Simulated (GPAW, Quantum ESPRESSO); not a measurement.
Consider P (R-3m).

```xyz
2
Lattice="1.7257 0.9963 3.1297 -1.7257 0.9963 3.1297 0.0000 -1.9927 3.1297" Properties=species:S:1:pos:R:3 pbc="T T T"
P     0.0000    0.0000    7.2570
P     0.0000    0.0000    2.1321
```

Absorber: atom 1, with 3 P at 2.29 Å (pyramidal, site symmetry 3m). Method: Quantum ESPRESSO XSpectra, LDA, excited-electron core hole (neutral cell), 16-atom cell with 6.9 Å between holes, 6×6×6 k points, dipole transitions, Lorentzian half width 0.3 eV up to 4 eV, rising linearly to 2.5 eV at 25 eV.

This is not the structure that P takes at ambient pressure and room temperature (space group No. 64); it is a model or a phase of other conditions.

Question: Predict the near-edge structure at the P K edge.

Main maxima up to 24 eV above the zero (height): 0.5 eV (2.39), 5.6 eV (1.28), 13.1 eV (0.82) and 17.9 eV (0.84). A K edge sees empty p states on the absorber. The total-energy difference is 2148.20 eV. One term is added: -15.84 eV, since the hole is spin-paired here and a spin-polarised one costs that much less in the free atom (computed apart). The photon energy is then 2132.36 eV. The functional leaves an error in such absolute values: in the free atom LDA prices this hole 8.5 eV below PBE (computed apart), and PBE is itself good to a few eV.

The P K spectrum (energy from the energy zero of the input (xe0, at the border of filled and empty states); intensity scaled to a mean of 1 over the first 20 eV; the points at xe0, where the cut of filled states can leave a spike, are interpolated; polarised curves are means over the symmetry-equivalent atoms):

```csv
E (eV),isotropic,ε ⊥ c,ε ∥ c
-2.0,0.08,0.09,0.08
-1.0,0.19,0.20,0.17
0.0,1.27,1.33,1.16
1.0,2.23,2.35,1.99
2.0,1.58,1.65,1.44
3.0,1.43,1.51,1.29
4.0,1.06,1.09,1.00
5.0,1.23,1.23,1.24
6.0,1.20,1.10,1.39
7.0,0.83,0.82,0.83
8.0,0.65,0.68,0.59
9.0,0.61,0.65,0.55
10.0,0.66,0.69,0.61
11.0,0.72,0.73,0.69
12.0,0.79,0.80,0.79
13.0,0.82,0.83,0.80
14.0,0.79,0.80,0.78
15.0,0.77,0.78,0.74
16.0,0.78,0.79,0.74
17.0,0.82,0.84,0.77
18.0,0.84,0.86,0.79
19.0,0.81,0.84,0.76
20.0,0.78,0.80,0.72
21.0,0.74,0.76,0.69
22.0,0.71,0.72,0.68
23.0,0.69,0.69,0.69
24.0,0.68,0.67,0.70
25.0,0.68,0.66,0.71
26.0,0.67,0.64,0.72
27.0,0.65,0.63,0.71
28.0,0.64,0.61,0.70
29.0,0.63,0.59,0.71
30.0,0.64,0.60,0.72
31.0,0.67,0.62,0.77
32.0,0.73,0.67,0.83
```

The unit cell's mesh shows no gap over 0.35 eV. That is right for a metallic compound; for a small-gap or correlated insulator it would be the fault of the functional or of the assumed magnetic order, and the hole would be screened too well. Lifetime broadening is put in by hand, and intensities beyond about 20 eV depend on it and on the partial waves; weight that the partial waves miss at high energy is lost. The structure is a computed Materials Project entry and may be a hypothetical form.

[Banner, clock and machine lines of the logs are left out without a mark of their own.]

[Logs are printed without paths, hosts, clocks, repeated set-up lines and the standing remarks that a program may print on its own settings, such as how far it seeks lower states.]

[Hosts, paths, dates, database ids (printed as entryN), source tags and the programs' standing remarks are cut or masked in the printed files.]

[Lists of maxima count a maximum above −3 eV only where it reaches 4 % of the highest in the window and stands out from its surroundings by 2 % of it (1.5 % where it reaches 55 %); shoulders and weaker maxima are passed over, and of the rest the first, up to two pre-edge ones and the few strongest are named.]
